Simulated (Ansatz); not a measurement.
# BiAs (model cell, started as zinc blende): from the cell to its phonons

The cell of BiAs (model cell, started as zinc blende) is at rest. What are its phonons? After the zone centre comes a 4×4×4 q mesh on a 12×12×12 k mesh.

Main program and level: Ansatz 0.2.0; DFT PBEsol, scalar-relativistic, plane waves, PAW.

The structure was built from a prototype and need not be the compound's stable phase.

## Step 1: Starting point

It takes space group F-43m (No. 216, cubic). The conventional cell has a = 6.598 Å, b = 6.598 Å, c = 6.598 Å, α = 90.00°, β = 90.00°, γ = 90.00°. Nearest to Bi lie 4 As at 2.86 Å. As has 4 Bi at 2.86 Å nearest. Farther neighbours are not listed.

## Step 2: Zone-centre response

The cell comes from relaxations at this level that are not shown. The zone centre comes first: it holds the modes that light can see, as far as symmetry allows. No field response is asked, since the mesh shows no gap.

Contents of input.yaml:

```yaml
crystal:
  lattice:
    - [0.0, 3.2992007818, 3.2992007818]
    - [3.2992007818, 0.0, 3.2992007818]
    - [3.2992007818, 3.2992007818, 0.0]
  atoms:
    - { symbol: Bi, position: [0.0, 0.0, 0.0] }
    - { symbol: As, position: [0.25, 0.25, 0.25] }
kpoints:
  mp_grid: { grid: [12, 12, 12] }
hamiltonian:
  xc: pbesol
scf:
  occupations: { method: methfessel_paxton, width: 0.15 }
output:
  eigenvalues: true
phonons:
  method: dfpt
```

Launch:

```
> ansatz run input.yaml --threads 4 --pin off --max-ram 7168MiB --backend cpu --events-out ev --progress --plain --runs-dir out
```

Numbers of over 12 decimals in the logs are rounded to 6 here.

Log:

```text
zone centre: on kpoints.mp_grid the ground state, and the responses unless they are solved on pairs of k-points, stand on 163 of the mesh's 1728 k-points, reduced under 8 symmetry operations, with k and −k counted as one. Each operation leaves every solved displacement unchanged or reverses it
Engine: ansatz 0.2.0, aarch64-unknown-linux-gnu
Pseudopotentials: kind: paw
Pseudopotential: Bi, paw, valence charge 15, recommended cutoff 420 eV (normal), Bi.paw.azcp
Pseudopotential: As, paw, valence charge 15, recommended cutoff 420 eV (normal), As.paw.azcp
Functional definition: PBEsol
  exchange = pbesol_x
  correlation = pbesol_c
Crystal: 2 atoms, lattice volume = 71.822 Å³
Basis set: ecut = 420 eV, 1411 PW (Γ), exchange–correlation on 64×64×64 points (8 copies of the dense FFT grid, shifted against one another)
Bands: 19, of which v1, the nominal top of the filled ones, is band 15 counted from 1 (14 counted from 0)
Symmetry: 24 space group operations
k-points: 163 of 1728 (irreducible under 8 space group operations, time reversal used)
Non-local potential: Bi, projectors of the file, l = 0: 2, l = 1: 2, l = 2: 2, l = 3: 2
Non-local potential: As, projectors of the file, l = 0: 2, l = 1: 2, l = 2: 3, l = 3: 1
PAW form: soft (Blöchl's): semilocal exchange-correlation on the pseudo side does not see the compensation charge
PAW frozen core: Bi, regenerated for the run's functional, and the local potential with it (the file was generated under x = pbe(κ = 0.804, μ = 0.219515), c = pbe(β = 0.066725))
PAW frozen core: As, regenerated for the run's functional, and the local potential with it (the file was generated under x = pbe(κ = 0.804, μ = 0.219515), c = pbe(β = 0.066725))
PAW one-centre angular grid: Bi, 590 points (default); XC on 64 Gauss nodes
PAW one-centre angular grid: As, 590 points (default); XC on 64 Gauss nodes
Initial density: superposition of atomic densities (neutral atoms: chi_scale 0, normalization atom), corrected by the library's trained network
Initial wavefunctions: pseudopotential atomic-orbital guess
Functional: x = pbesol(κ = 0.804, μ = 0.123457), c = pbesol(β = 0.046)
SCF iter   1: F=—  HF=-17054.447192 eV  |F-HF|=—  |Δ(HF+E_count)|=         —  Δρ=1.46e-3  dr2=2.08e-3  ethr=1.77e-3  ⟨swp⟩=5.7  Hψ=15041  notcnv=0
preconditioner: auto → Kerker (q_TF=auto, 2.359 Å⁻¹)  [metal: Δε(μ)=0.039 eV  Ē_g=8.919 eV  σ=0.150 eV  W_gap=0.21  n_scr=14 (ndim 8)  ℏωp=13.9 eV  f_vac=0.122  D(μ)=0.75/eV (n_scr^D=0)]
SCF iter   2: F=—  HF=-17054.445767 eV  |F-HF|=—  |Δ(HF+E_count)|=   1.42e-3  S|Δr|=    0.00e0  Δρ=8.73e-4  dr2=4.86e-4  ethr=6.94e-6  ⟨swp⟩=2.2  Hψ=6815  notcnv=0
SCF iter   3: F=—  HF=-17054.445827 eV  |F-HF|=—  |Δ(HF+E_count)|=   6.02e-5  S|Δr|=    0.00e0  Δρ=2.40e-4  dr2=5.36e-5  ethr=1.62e-6  ⟨swp⟩=2.0  Hψ=4670  notcnv=0
SCF iter   4: F=—  HF=-17054.445854 eV  |F-HF|=—  |Δ(HF+E_count)|=   2.62e-5  S|Δr|=    0.00e0  Δρ=1.08e-4  dr2=1.15e-5  ethr=1.79e-7  ⟨swp⟩=1.9  Hψ=3493  notcnv=0
SCF iter   5: F=—  HF=-17054.445860 eV  |F-HF|=—  |Δ(HF+E_count)|=   6.60e-6  S|Δr|=    0.00e0  Δρ=3.29e-5  dr2=1.85e-6  ethr=3.84e-8  ⟨swp⟩=2.0  Hψ=3592  notcnv=0
SCF iter   6: F=—  HF=-17054.445857 eV  |F-HF|=—  |Δ(HF+E_count)|=   3.58e-6  S|Δr|=    0.00e0  Δρ=1.63e-5  dr2=2.98e-7  ethr=6.17e-9  ⟨swp⟩=2.0  Hψ=5545  notcnv=0
SCF iter   7: F=—  HF=-17054.445857 eV  |F-HF|=—  |Δ(HF+E_count)|=   1.74e-7  S|Δr|=    0.00e0  Δρ=5.56e-6  dr2=2.24e-8  ethr=9.93e-10  ⟨swp⟩=2.0  Hψ=5558  notcnv=0
SCF iter   8: F=—  HF=-17054.445857 eV  |F-HF|=—  |Δ(HF+E_count)|=   3.04e-8  S|Δr|=    0.00e0  Δρ=1.21e-6  dr2=1.13e-9  ethr=7.46e-11  ⟨swp⟩=2.0  Hψ=5567  notcnv=0
SCF iter   9: F=—  HF=-17054.445857 eV  |F-HF|=—  |Δ(HF+E_count)|=   3.79e-9  S|Δr|=    0.00e0  Δρ=2.87e-7  dr2=1.41e-10  ethr=3.76e-12  ⟨swp⟩=2.0  Hψ=5564  notcnv=0
SCF iter  10: F=—  HF=-17054.445857 eV  |F-HF|=—  |Δ(HF+E_count)|=  2.18e-10  S|Δr|=    0.00e0  Δρ=1.22e-7  dr2=2.81e-11  ethr=1.00e-12  ⟨swp⟩=2.0  Hψ=3556  notcnv=0
SCF iter  11: F=-17054.445857 eV  HF=-17054.445857 eV  |F-HF|=3.64e-12  |Δ(HF+E_count)|=  1.82e-11  S|Δr|=    0.00e0  Δρ=3.06e-8  dr2=7.85e-13  ethr=1.00e-12  ⟨swp⟩=6.0  Hψ=12955  notcnv=0
SCF 1 converged in 11 iterations: F = -17054.445857 eV  dr2 = 7.85e-13
  greatest PAW one-centre occupation: 0.999 electrons in one spin orbital (limit 2), on the As atom at site 1 (counted from 0), in its partial waves of l = 2
DFPT response loops at Γ: preconditioner auto → Kerker (q_TF=auto, 2.359 Å⁻¹) (partly filled bands, converged f_vac=0.127); β = 1.00, the filter's whole step (`scf.mixing.beta` (0.50) is not read by the response loops under this deck's `scf.mixing.preconditioner`; to damp them name `kerker` or `kerker_dos`, under which they read `scf.mixing.beta`, and type it under 1.00, their step now; both keys bind the ground state too); Broyden in place of MSR1
SCF converged after 11 iterations
Stability not checked: this state was not tested for a lower state beside it, because cold or Methfessel-Paxton smearing, or corrected tetrahedra, fill the levels in a way that the test cannot read (fill_not_monotonic; see scf.lower_state_search)
Free energy (F): -17054.445857 eV
Harris-Foulkes:  -17054.445857 eV  (|F-HF|=3.64e-12)
Internal energy: -17054.447383 eV  (E = F + TS)
E sigma→0 (E₀):  -17054.446238 eV
Entropy (-TS):   0.001526 eV (0.763 meV/atom)
Fermi energy:    6.855240 eV
--- Per-component energies (eV) ---
  E_band       = -432.782505
  E_kinetic    = 404.291583
  E_local      = -3903.350942  (includes V_loc(G=0)·N_el)
  E_nonlocal   = -106.741186
  E_hartree    = 1724.746635
  E_xc         = -228.350045
  E_vxc        = -222.391083  (∫ρ·V_xc dr)
  E_paw        = -12301.095544  (= ΣΔE_a)
  E_vpaw       = -54.083681  (= ΣTr[D̂ρ^β])
  E_aug_tail   = -0.000453  (compensation charges beyond the density's cutoff)
  E_ewald      = -2645.003612
  E_core_change = 1.056181  (= ΣΔE_core)
  E_smearing   = 0.001526  (= −TS)
  E_closure    = -0.000000  (closes the sum)
  Σ components = -17054.445857   (vs F -17054.445857, Δ=0.00e0)
--- Band table (eV; the first three rows and the last of 163) ---
  k-point 0: bands = [... 11 lower, 0.1391, 5.3027, 5.3027, 5.3027, 7.8575, 7.8575, 7.8575, 10.7680]
  k-point 1: bands = [... 11 lower, -0.0336, 5.2155, 5.2155, 5.2503, 7.9279, 7.9802, 7.9802, 11.1117]
  k-point 2: bands = [... 11 lower, -0.4897, 5.0104, 5.0104, 5.0678, 8.2721, 8.2721, 8.2732, 11.8864]
  k-point 162: bands = [... 11 lower, -3.5899, 3.0564, 3.1118, 7.4594, 8.1725, 9.5225, 10.4422, 13.1510]
--- Phonons (Γ-DFPT): 2 representative perturbations + reference, on 163 of 1728 k-points (Σ response iterations 6) ---
  k mesh reduced under 8 symmetry operations, with k and −k counted as one. Each operation leaves every solved displacement unchanged or reverses it
  ASR residual: 4.998e-5 → 0.000e0 eV/Å²; symmetrization residual: 2.433e-5 eV/Å²
  ASR residual per site (eV/Å²): 5.00e-5 1.88e-5
  Γ frequencies (cm⁻¹): 0.00 0.00 0.00 158.20 158.20 158.20
  non-analytic LO–TO correction: not included (Born effective charges unavailable; polar crystals: no LO–TO splitting at Γ)
```

The job ended after 22 s (4 threads of Arm Neoverse V1, shared host; peak memory 0.96 GiB).

Numbers from this step:

```
volume per atom                                         : 35.91 Å³
gap on the k-mesh                                       : 0 eV
sum-rule residual before enforcement                    : 5.00e-5 eV/Å²
point group                                             : -43m
highest optical mode at the zone centre (no LO-TO term) : 158.2 cm⁻¹
lowest optical zone-centre mode                         : 158.2 cm⁻¹
```

Patterns of degenerate modes are one choice out of their space. Modes at Γ, with each element's share of the kinetic energy:

```
mode  frequency (cm⁻¹)  symmetry  Bi %  As %
   1               0.0  acoustic    74    26
   2               0.0  acoustic    74    26
   3               0.0  acoustic    74    26
   4             158.2        T2    26    74
   5             158.2        T2    26    74
   6             158.2        T2    26    74
```

Displacements in mode 5 (158.2 cm⁻¹), the largest set to 1:
```
Bi1 -0.36 -0.02  0.00
As2  1.00  0.06  0.00
```

Before it was imposed, the acoustic sum rule was missed by 5.0e-5 eV/Å². Small misses are needed for a sound result but don't prove that mesh and cutoff are converged. The lowest optical mode is real, 158 cm⁻¹.

(Part 1 of 2 ends here.)

[Logs are printed without paths, hosts, clocks, repeated set-up lines and the standing remarks that a program may print on its own settings, such as how far it seeks lower states.]

[Hosts, paths, dates, database ids (printed as entryN), source tags and the programs' standing remarks are cut or masked in the printed files.]
